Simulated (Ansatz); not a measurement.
## PtC (model cell, started as rocksalt type): following an unstable mode

Which phase does PtC (model cell, started as rocksalt type) fall into along its unstable mode, and how much energy does it gain?

Calculated with Ansatz 0.2.0; DFT PBEsol, scalar-relativistic, plane waves, PAW.

The structure was built from a prototype and need not be the compound's stable phase.

**1. The starting structure**

Symmetry: Fm-3m, No. 225, cubic system. The conventional cell has a = 4.417 Å, b = 4.417 Å, c = 4.417 Å, α = 90.00°, β = 90.00°, γ = 90.00°. Nearest to Pt lie 6 C at 2.21 Å. Nearest to C lie 6 Pt at 2.21 Å. Farther neighbours are not listed.

**2. The dispersion**

The cell comes from relaxations at this level that are not shown. Stability and thermal properties need the whole zone. Linear response on a 4×4×4 q mesh gives force constants as far as a supercell of that size would.

Contents of input.yaml:

```yaml
crystal:
  lattice:
    - [0.0, 2.2083183167, 2.2083183167]
    - [2.2083183167, 0.0, 2.2083183167]
    - [2.2083183167, 2.2083183167, 0.0]
  atoms:
    - { symbol: Pt, position: [0.0, 0.0, 0.0] }
    - { symbol: C, position: [0.5, 0.5, 0.5] }
kpoints:
  mp_grid: { grid: [16, 16, 16] }
hamiltonian:
  xc: pbesol
scf:
  occupations: { method: methfessel_paxton, width: 0.2 }
output:
  eigenvalues: true
phonons:
  method: dfpt
  qmesh: [4, 4, 4]
  temperatures: { t_max: 1000, t_step: 50 }
  qpath:
    path:
      - [[0.0, 0.0, 0.0], [0.5, 0.0, 0.5], [0.625, 0.25, 0.625]]
      - [[0.375, 0.375, 0.75], [0.0, 0.0, 0.0], [0.5, 0.5, 0.5], [0.5, 0.25, 0.75], [0.5, 0.0, 0.5]]
    npoints: 10
```

Command:

```bash
> ansatz run input.yaml --threads 4 --pin off --max-ram 7168MiB --backend cpu --events-out ev --progress --plain --runs-dir out
```

Numbers of over 12 decimals in the logs are rounded to 6 here.

What it wrote:

```text
Engine: ansatz 0.2.0, aarch64-unknown-linux-gnu
Pseudopotentials: kind: paw
Pseudopotential: Pt, paw, valence charge 18, recommended cutoff 420 eV (normal), Pt.paw.azcp
Pseudopotential: C, paw, valence charge 4, recommended cutoff 420 eV (normal), C.paw.azcp
Functional definition: PBEsol
  exchange = pbesol_x
  correlation = pbesol_c
Crystal: 2 atoms, lattice volume = 21.538 Å³
Basis set: ecut = 420 eV, 411 PW (Γ), exchange–correlation on 48×48×48 points (8 copies of the dense FFT grid, shifted against one another)
Bands: 15, of which v1, the nominal top of the filled ones, is band 11 counted from 1 (10 counted from 0)
Symmetry: 48 space group operations
k-points: 145 of 4096
Non-local potential: Pt, projectors of the file, l = 0: 3, l = 1: 2, l = 2: 2, l = 3: 1
Non-local potential: C, projectors of the file, l = 0: 2, l = 1: 2, l = 2: 1
PAW form: soft (Blöchl's): semilocal exchange-correlation on the pseudo side does not see the compensation charge
PAW frozen core: Pt, regenerated for the run's functional, and the local potential with it (the file was generated under x = pbe(κ = 0.804, μ = 0.219515), c = pbe(β = 0.066725))
PAW frozen core: C, regenerated for the run's functional, and the local potential with it (the file was generated under x = pbe(κ = 0.804, μ = 0.219515), c = pbe(β = 0.066725))
PAW one-centre angular grid: Pt, 590 points (default); XC on 64 Gauss nodes
PAW one-centre angular grid: C, 110 points (default); XC on 64 Gauss nodes
Initial density: superposition of atomic densities (neutral atoms: chi_scale 0, normalization atom), corrected by the library's trained network
Initial wavefunctions: pseudopotential atomic-orbital guess
Functional: x = pbesol(κ = 0.804, μ = 0.123457), c = pbesol(β = 0.046)
SCF iter   1: F=—  HF=-12627.701187 eV  |F-HF|=—  |Δ(HF+E_count)|=         —  Δρ=6.15e-3  dr2=5.46e-3  ethr=1.77e-3  ⟨swp⟩=4.1  Hψ=9697  notcnv=0
preconditioner: auto → none  [metal: Δε(μ)=0.054 eV  Ē_g=11.429 eV  σ=0.200 eV  W_gap=0.23  n_scr=8 (ndim 8)  ℏωp=29.9 eV  f_vac=0.000  D(μ)=0.79/eV (n_scr^D=8)  sad-step TF]
SCF iter   2: F=—  HF=-12627.700996 eV  |F-HF|=—  |Δ(HF+E_count)|=   1.91e-4  S|Δr|=    0.00e0  Δρ=3.58e-3  dr2=2.09e-3  ethr=2.48e-5  ⟨swp⟩=2.3  Hψ=4111  notcnv=0
SCF iter   3: F=—  HF=-12627.700333 eV  |F-HF|=—  |Δ(HF+E_count)|=   6.63e-4  S|Δr|=    0.00e0  Δρ=4.14e-4  dr2=2.58e-5  ethr=9.51e-6  ⟨swp⟩=2.0  Hψ=3103  notcnv=0
SCF iter   4: F=—  HF=-12627.700324 eV  |F-HF|=—  |Δ(HF+E_count)|=   9.06e-6  S|Δr|=    0.00e0  Δρ=7.75e-5  dr2=6.42e-7  ethr=1.17e-7  ⟨swp⟩=2.1  Hψ=3147  notcnv=0
SCF iter   5: F=—  HF=-12627.700322 eV  |F-HF|=—  |Δ(HF+E_count)|=   2.36e-6  S|Δr|=    0.00e0  Δρ=9.34e-6  dr2=1.13e-8  ethr=2.92e-9  ⟨swp⟩=2.2  Hψ=3743  notcnv=0
SCF iter   6: F=—  HF=-12627.700322 eV  |F-HF|=—  |Δ(HF+E_count)|=   2.90e-9  S|Δr|=    0.00e0  Δρ=1.06e-6  dr2=1.04e-10  ethr=5.15e-11  ⟨swp⟩=2.8  Hψ=3746  notcnv=0
SCF iter   7: F=-12627.700322 eV  HF=-12627.700322 eV  |F-HF|=1.82e-12  |Δ(HF+E_count)|=  1.27e-11  S|Δr|=    0.00e0  Δρ=6.93e-8  dr2=5.06e-13  ethr=1.00e-12  ⟨swp⟩=5.4  Hψ=8774  notcnv=0
SCF 1 converged in 7 iterations: F = -12627.700322 eV  dr2 = 5.06e-13
  greatest PAW one-centre occupation: 1.000 electrons in one spin orbital (limit 2), on the Pt atom at site 0 (counted from 0), in its partial waves of l = 0
Initial density: read from a saved state, or passed on in memory by an earlier SCF of this step, an earlier step, the calling program or the single point that the run made first
iter 1 solved again at ethr=1.78e-8 eV; its pass at ethr=3.10e-3 eV (dr2=3.91e-6 eV) is discarded
SCF iter   1: F=—  HF=-12627.700324 eV  |F-HF|=—  |Δ(HF+E_count)|=         —  Δρ=2.84e-7  dr2=8.86e-12  ethr=1.78e-8  ⟨swp⟩=3.1  Hψ=16100  notcnv=0
eigensolver tolerance schedule: the retry pair's looser diagonalisation over-reported the residual by 440943.76 of it (diagonalisation noise at an unbounded share of the residual, at the tolerance the schedule requests for it); recorded, not acted on — ethr = c·dr2/N_el stays at c = 1.0e-1
preconditioner: auto → none  [metal: Δε(μ)=0.054 eV  Ē_g=11.425 eV  σ=0.200 eV  W_gap=0.22  n_scr=8 (ndim 8)  ℏωp=29.9 eV  f_vac=0.000  D(μ)=0.80/eV (n_scr^D=8)]
SCF iter   2: F=—  HF=-12627.700322 eV  |F-HF|=—  |Δ(HF+E_count)|=   2.66e-6  S|Δr|=    0.00e0  Δρ=1.51e-7  dr2=1.88e-12  ethr=1.00e-12  ⟨swp⟩=6.3  Hψ=9406  notcnv=0
SCF iter   3: F=-12627.700322 eV  HF=-12627.700322 eV  |F-HF|=0.00e0  |Δ(HF+E_count)|=  1.82e-12  S|Δr|=    0.00e0  Δρ=8.99e-8  dr2=6.39e-13  ethr=1.00e-12  ⟨swp⟩=1.0  Hψ=4934  notcnv=0
SCF 2 converged in 3 iterations: F = -12627.700322 eV  dr2 = 6.39e-13
phonons: the bands overlap, so this run is a metal and interpolates without the dipole-dipole term. If the crystal is really an insulator or semiconductor, its LO-TO splitting is missing
NSCF: frozen V_eff on 145 k-points
NSCF: frozen V_eff on 349 k-points
DFPT response loops at q = (0, 0, 0) (fractional): preconditioner auto → Kerker (q_TF=auto, 2.738 Å⁻¹) (partly filled bands, converged f_vac=0.000); β = 1.00, the filter's whole step (`scf.mixing.beta` (0.50) is not read by the response loops under this deck's `scf.mixing.preconditioner`; to damp them name `kerker` or `kerker_dos`, under which they read `scf.mixing.beta`, and type it under 1.00, their step now; both keys bind the ground state too); Broyden in place of MSR1
NSCF: frozen V_eff on 4352 k-points
DFPT response loops at q = (0, 0, 0.25) (fractional): mixed as the last ones told, above
NSCF: frozen V_eff on 2196 k-points
DFPT response loops at q = (0, 0, -0.5) (fractional): mixed as the last ones told, above
NSCF: frozen V_eff on 2320 k-points
DFPT response loops at q = (0, 0.25, 0.25) (fractional): mixed as the last ones told, above
NSCF: frozen V_eff on 8192 k-points
DFPT response loops at q = (0, 0.25, -0.5) (fractional): mixed as the last ones told, above
NSCF: frozen V_eff on 4352 k-points
DFPT response loops at q = (0, 0.25, -0.25) (fractional): mixed as the last ones told, above
NSCF: frozen V_eff on 1242 k-points
DFPT response loops at q = (0, -0.5, -0.5) (fractional): mixed as the last ones told, above
NSCF: frozen V_eff on 2320 k-points
DFPT response loops at q = (0.25, -0.5, -0.25) (fractional): mixed as the last ones told, above
SCF converged after 7 iterations
Stability not checked: this state was not tested for a lower state beside it, because cold or Methfessel-Paxton smearing, or corrected tetrahedra, fill the levels in a way that the test cannot read (fill_not_monotonic; see scf.lower_state_search)
Free energy (F): -12627.700322 eV
Harris-Foulkes:  -12627.700322 eV  (|F-HF|=1.82e-12)
Internal energy: -12627.702659 eV  (E = F + TS)
E sigma→0 (E₀):  -12627.700906 eV
Entropy (-TS):   0.002337 eV (1.168 meV/atom)
Fermi energy:    20.211744 eV
--- Per-component energies (eV) ---
  E_band       = -149.520597
  E_kinetic    = 723.682146
  E_local      = -1687.117282  (includes V_loc(G=0)·N_el)
  E_nonlocal   = 229.738965
  E_hartree    = 621.087471
  E_xc         = -307.337820
  E_vxc        = -360.857173  (∫ρ·V_xc dr)
  E_paw        = -9411.077919  (= ΣΔE_a)
  E_vpaw       = -297.142422  (= ΣTr[D̂ρ^β])
  E_aug_tail   = 0.000252  (compensation charges beyond the density's cutoff)
  E_ewald      = -2796.986553
  E_core_change = 0.308082  (= ΣΔE_core)
  E_smearing   = 0.002337  (= −TS)
  E_closure    = -0.000000  (closes the sum)
  Σ components = -12627.700322   (vs F -12627.700322, Δ=0.00e0)
--- Band table (eV; the first three rows and the last of 145) ---
  k-point 0: bands = [... 7 lower, 15.7870, 16.5033, 16.5033, 19.9577, 19.9577, 19.9577, 26.5215, 32.2341]
  k-point 1: bands = [... 7 lower, 15.7935, 16.3125, 16.3125, 19.8397, 20.2874, 20.2874, 26.7458, 32.3428]
  k-point 2: bands = [... 7 lower, 15.5280, 16.2103, 16.2103, 19.5747, 21.0797, 21.0797, 27.3157, 32.5414]
  k-point 144: bands = [... 7 lower, 13.9877, 18.5327, 19.0499, 19.0499, 20.3722, 21.0129, 29.5238, 32.2750]
--- Phonons (Γ-DFPT): 2 representative perturbations + reference (Σ response iterations 7) ---
  ASR residual: 2.867e-5 → 0.000e0 eV/Å²; symmetrization residual: 1.847e-6 eV/Å²
  ASR residual per site (eV/Å²): 1.57e-5 2.87e-5
  Γ frequencies (cm⁻¹): -543.74 -543.74 -543.74 0.00 0.00 0.00
--- Phonons (arbitrary-q DFPT): 8 irreducible q on the 4×4×4 mesh ---
  q = [0.0000, 0.0000, 0.0000] (star 1, of the zone-centre solve; hermiticity 3.00e-7, symmetrization 2.50e-12): -543.74 -543.74 -543.74 -0.00 0.00 0.00
  q = [0.0000, 0.0000, 0.2500] (star 8, 2 solved perturbations on 2176 of 4096 k-point pairs; hermiticity 1.49e-6, symmetrization 1.00e-12): -141.87 39.61 39.61 186.18 264.44 264.44
  q = [0.0000, 0.0000, -0.5000] (star 4, 2 solved perturbations on 1098 of 4096 k-point pairs; hermiticity 2.60e-14, symmetrization 6.94e-13): 100.09 100.09 122.78 430.15 430.15 473.07
  q = [0.0000, 0.2500, 0.2500] (star 6, 4 solved perturbations in 3616 linear systems a pass and spin channel, the states on 1160 of 4096 k-point pairs; hermiticity 2.83e-7, symmetrization 1.29e-13): -511.96 -511.96 31.24 31.24 94.09 407.58
  q = [0.0000, 0.2500, -0.5000] (star 24, 4 solved perturbations in 12544 linear systems a pass and spin channel, the states on 4096 of 4096 k-point pairs; hermiticity 4.67e-7, symmetrization 7.91e-14): 56.08 77.06 87.04 240.78 323.60 331.27
  q = [0.0000, 0.2500, -0.2500] (star 12, 4 solved perturbations in 6672 linear systems a pass and spin channel, the states on 2176 of 4096 k-point pairs; hermiticity 4.13e-7, symmetrization 2.15e-13): -413.91 65.99 84.56 93.55 408.77 440.79
  q = [0.0000, -0.5000, -0.5000] (star 3, 4 solved perturbations in 1940 linear systems a pass and spin channel, the states on 621 of 4096 k-point pairs; hermiticity 4.31e-7, symmetrization 2.36e-13): -478.69 -478.69 -409.76 -52.62 -52.62 194.56
  q = [0.2500, -0.5000, -0.2500] (star 6, 4 solved perturbations in 3498 linear systems a pass and spin channel, the states on 1160 of 4096 k-point pairs; hermiticity 7.03e-7, symmetrization 1.43e-13): -427.03 -427.03 42.87 79.27 79.27 416.72
  sum rule: each row above includes the acoustic sum rule's correction from the zone centre's row sums; it moved no ω² by more than (0.81 cm⁻¹)²
  mesh force constants: q→R imaginary residual 1.13e-17; ASR residual 2.867e-5 → 0.000e0 eV/Å²; symmetrization residual 5.329e-15 eV/Å²
  interpolated dispersion: 62 rows × 6 modes
  density of states and harmonic sums: on the 24×24×24 q-mesh, interpolated from the force constants of a 4×4×4 supercell (no non-analytic term)
  largest difference from the sums on the solved wave vectors: F 8.39e-2 eV, S 1.34e-4 and C_V 5.01e-5 eV/K
  zero-point energy: 0.053147 eV/cell   skipped modes (ω ≤ 0): 708, of them read as no rigid motion or as one in doubt: 705 (1.598e0 modes/cell left out, lowest -543.74 cm⁻¹)   left out of the sums: 2.66e-1 of the cell's modes: C_V's classical limit lies that fraction below 3 k_B per atom; for a crystal, a wire or a layer, F and S can be off by more, and a phonons.interpolated_qmesh denser along its periods is the remedy for the sampling
```

Wall time 4.1 min (4 threads of Arm Neoverse V2, shared host); peak memory 3.2 GiB; 16 min of CPU time.

The column dr2 measures how far the density is from self-consistency, as an energy; F and HF (Harris–Foulkes) agree once it is small.

This step gave:

| Property | Result |
| --- | --- |
| volume per atom | 10.77 Å³ |
| gap on the k-mesh | 0 eV |
| sum-rule residual before enforcement | 2.87e-5 eV/Å² |
| lowest frequency on the path | -543.7 cm⁻¹ |
| point group | m-3m |
| highest frequency on the path or at a solved wavevector | 497.6 cm⁻¹ |
| highest optical mode at the zone centre (no LO-TO term) | -543.7 cm⁻¹ |
| lowest optical zone-centre mode | -543.7 cm⁻¹ |
| lowest mode on the q mesh (acoustic modes at Γ apart) | -543.7 cm⁻¹ |

Frequencies (cm⁻¹) solved at each irreducible wavevector; negative means imaginary. Frequencies by wavevector, by row:

```
q in reciprocal lattice units  star  mode 1  mode 2  mode 3  mode 4  mode 5  mode 6
                        0 0 0     1  -543.7  -543.7  -543.7       0       0       0
                     0 0 0.25     8  -141.9    39.6    39.6   186.2   264.4   264.4
                     0 0 -0.5     4   100.1   100.1   122.8   430.1   430.1   473.1
                  0 0.25 0.25     6    -512    -512    31.2    31.2    94.1   407.6
                  0 0.25 -0.5    24    56.1    77.1      87   240.8   323.6   331.3
                 0 0.25 -0.25    12  -413.9      66    84.6    93.5   408.8   440.8
                  0 -0.5 -0.5     3  -478.7  -478.7  -409.8   -52.6   -52.6   194.6
              0.25 -0.5 -0.25     6    -427    -427    42.9    79.3    79.3   416.7
```

Interpolated from a 4×4×4 q mesh. Phonon branches along the path, in cm⁻¹:

```
    point  branch 1  branch 2  branch 3  branch 4  branch 5  branch 6
        Γ      -544      -544      -544         0         0         0
  halfway      -512      -512        31        31        94       408
        X      -479      -479      -410       -53       -53       195
  halfway      -383      -374      -350        -8        14       176
        U      -325       -90       -77       121       193       287
jump to K      -325       -90       -77       121       193       287
  halfway      -424        65        68        85       365       368
        Γ      -544      -544      -544         0         0         0
  halfway      -142        40        40       186       264       264
        L       100       100       123       430       430       473
  halfway        70        83       101       268       280       498
        W      -427      -427        43        79        79       417
  halfway      -422      -376      -118        34       130       153
        X      -479      -479      -410       -53       -53       195
```

The phonon branches as a text plot (rows in cm⁻¹):

```
    476 |                                       *********
    433 |                   ****              *******    **
    389 |      **          *   **             *     *      *
    346 |    **  *         *    *            *       *      *
    302 |                 *      *           *
    259 |         **             *          *         *      *
    216 |           **   *
    172 |   *         *** *                 *          *      ***
    129 |                **       **       *  ********  *   **
     85 |  * ****       *  **********    *** ***************
     42 | ********      *  **  * *  **  *** *            ******
     -1 |*             *              **                      *
    -45 |         *****    *     *                          ** **
    -88 |   *             *                            *
   -132 |        *       *                  *
   -175 |                         **       *
   -218 |               *
   -262 |         **              **                    *     *
   -305 |               * *                *
   -348 |  *        *  *** *              *
   -392 |            ***    ***     *     *              *  *****
   -435 |         **           ***  *                     ******
   -479 | *     **  ***           ***    *                     **
   -522 |*******                     ****
         Γ           X  U|K            Γ         L        W     X
```

Symmetry leaves 8 wavevectors to solve. The lowest mode among them, the acoustic zeros apart, lies at Γ and is imaginary, 543.7i cm⁻¹, so the energy falls along it.

**3. The mode frozen in, largest atomic shift 0 Å**

The mode followed lies at q = (0, 0.25, 0.25) with frequency 512.0i cm⁻¹ and is 2-fold degenerate, one of the unstable modes though not the softest. At small amplitude the distorted cell has space group no. 51 by a symmetry search on the positions. The undistorted cell that holds it gives the zero of energy on the same k mesh.

System of this step: PtC (model cell, started as rocksalt type). It takes space group Fm-3m (No. 225, cubic). The conventional cell has a = 4.417 Å, b = 4.417 Å, c = 4.417 Å, α = 90.00°, β = 90.00°, γ = 90.00°. Pt has 6 C at 2.21 Å nearest. C has 6 Pt at 2.21 Å nearest. Farther neighbours are not listed.

Contents of input.yaml:

```yaml
crystal:
  lattice:
    - [0.0, -2.2083183167, -2.2083183167]
    - [0.0, 2.2083183167, -2.2083183167]
    - [8.833273267, 0.0, 0.0]
  atoms:
    - { symbol: Pt, position: [0.5, 0.5, 0.75] }
    - { symbol: Pt, position: [0.5, 0.5, 0.25] }
    - { symbol: Pt, position: [0.0, 0.0, 0.5] }
    - { symbol: Pt, position: [0.0, 0.0, 0.0] }
    - { symbol: C, position: [0.5, 0.5, 0.0] }
    - { symbol: C, position: [0.5, 0.5, 0.5] }
    - { symbol: C, position: [0.0, 0.0, 0.75] }
    - { symbol: C, position: [0.0, 0.0, 0.25] }
kpoints:
  mp_grid: { grid: [12, 12, 4] }
hamiltonian:
  xc: pbesol
scf:
  occupations: { method: methfessel_paxton, width: 0.2 }
output:
  forces: true
  stress: true
  eigenvalues: true
```

What it wrote:

```text
[...]
Crystal: 8 atoms, lattice volume = 86.154 Å³
Basis set: ecut = 420 eV, 1717 PW (Γ), exchange–correlation on 48×48×120 points (8 copies of the dense FFT grid, shifted against one another)
Bands: 53, of which v1, the nominal top of the filled ones, is band 44 counted from 1 (43 counted from 0)
Symmetry: 64 space group operations
[...]
k-points: 84 of 576
[...]
k-point 0: bands = [... 40 lower, 18.5243, 18.5243, 19.9611, 19.9637, 19.9637, 20.5702, 20.5702, 20.5702, ... 5 higher]
  k-point 1: bands = [... 40 lower, 19.1179, 19.1179, 20.0610, 20.0610, 20.3324, 20.3324, 20.4317, 20.5212, ... 5 higher]
  k-point 2: bands = [... 40 lower, 19.8133, 19.8133, 19.8133, 19.8133, 20.2948, 20.2948, 20.2948, 20.2948, ... 5 higher]
  k-point 83: bands = [... 40 lower, 18.8569, 18.8569, 18.8569, 18.8569, 19.7378, 19.7378, 19.7378, 19.7378, ... 5 higher]
[key lines of the parts left out:]
SCF converged after 6 iterations
Free energy (F): -50510.782621 eV
Fermi energy:    20.276188 eV
P = ⅓ Tr σ = -0.1671 GPa (-1.671 kbar)
```

It took 3.3 s on 4 threads; peak memory 0.57 GiB; 12 s of CPU time.

Numbers from this step:

```
pressure                         : -0.1671 GPa
energy from the undistorted cell : 0 meV/atom
```

The run ends at a pressure of -0.17 GPa.

**4. The mode frozen in, largest atomic shift 0.22 Å**

The atoms are moved along the unstable eigenvector, the largest shift by 0.22 Å, with the cell fixed.

input.yaml, the sections that differ from step 3:

```yaml
crystal:
  lattice:
    - [0.0, -2.2083183167, -2.2083183167]
    - [0.0, 2.2083183167, -2.2083183167]
    - [8.833273267, 0.0, 0.0]
  atoms:
    - { symbol: Pt, position: [0.5, 0.5, 0.75] }
    - { symbol: Pt, position: [0.5, 0.5, 0.25] }
    - { symbol: Pt, position: [0.0037391858, 0.0, 0.5] }
    - { symbol: Pt, position: [-0.0037391858, 0.0, 0.0] }
    - { symbol: C, position: [0.5704443244, 0.5, 0.0] }
    - { symbol: C, position: [0.4295556756, 0.5, 0.5] }
    - { symbol: C, position: [0.0, 0.0, 0.75] }
    - { symbol: C, position: [0.0, 0.0, 0.25] }
# kpoints, hamiltonian, scf, output: as in step 3
```

What it wrote:

```text
[...]
Crystal: 8 atoms, lattice volume = 86.154 Å³
Basis set: ecut = 420 eV, 1717 PW (Γ), exchange–correlation on 48×48×120 points (8 copies of the dense FFT grid, shifted against one another)
Bands: 53, of which v1, the nominal top of the filled ones, is band 44 counted from 1 (43 counted from 0)
Symmetry: 8 space group operations
[...]
k-points: 147 of 576
[...]
k-point 0: bands = [... 40 lower, 18.5121, 18.5719, 20.0590, 20.2670, 20.5603, 20.5790, 20.6364, 20.8216, ... 5 higher]
  k-point 1: bands = [... 40 lower, 19.2390, 19.2516, 20.2596, 20.3538, 20.3899, 20.5721, 20.6663, 20.9636, ... 5 higher]
  k-point 2: bands = [... 40 lower, 19.9060, 19.9060, 19.9172, 19.9172, 20.5423, 20.5423, 20.8842, 20.8842, ... 5 higher]
  k-point 146: bands = [... 40 lower, 18.7371, 18.7371, 18.8030, 18.8030, 19.8102, 19.8102, 20.0572, 20.0572, ... 5 higher]
[key lines of the parts left out:]
SCF converged after 7 iterations
Free energy (F): -50511.078372 eV
Fermi energy:    20.303717 eV
P = ⅓ Tr σ = 2.2624 GPa (22.624 kbar)
```

Wall time 6.4 s (4 threads); peak memory 0.72 GiB; 25 s of CPU time.

Numbers from this step:

```yaml
pressure: 2.262 GPa
energy_from_the_undistorted_cell: -37.12 meV/atom
```

The energy, extrapolated to zero smearing, is -37.12 meV/atom against the undistorted cell.

The run ends at a pressure of 2.26 GPa, with forces up to 0.32 eV/Å.

(Part 1 of 3 ends here.)

[Logs are printed without paths, hosts, clocks, repeated set-up lines and the standing remarks that a program may print on its own settings, such as how far it seeks lower states.]

[Hosts, paths, dates, database ids (printed as entryN), source tags and the programs' standing remarks are cut or masked in the printed files.]
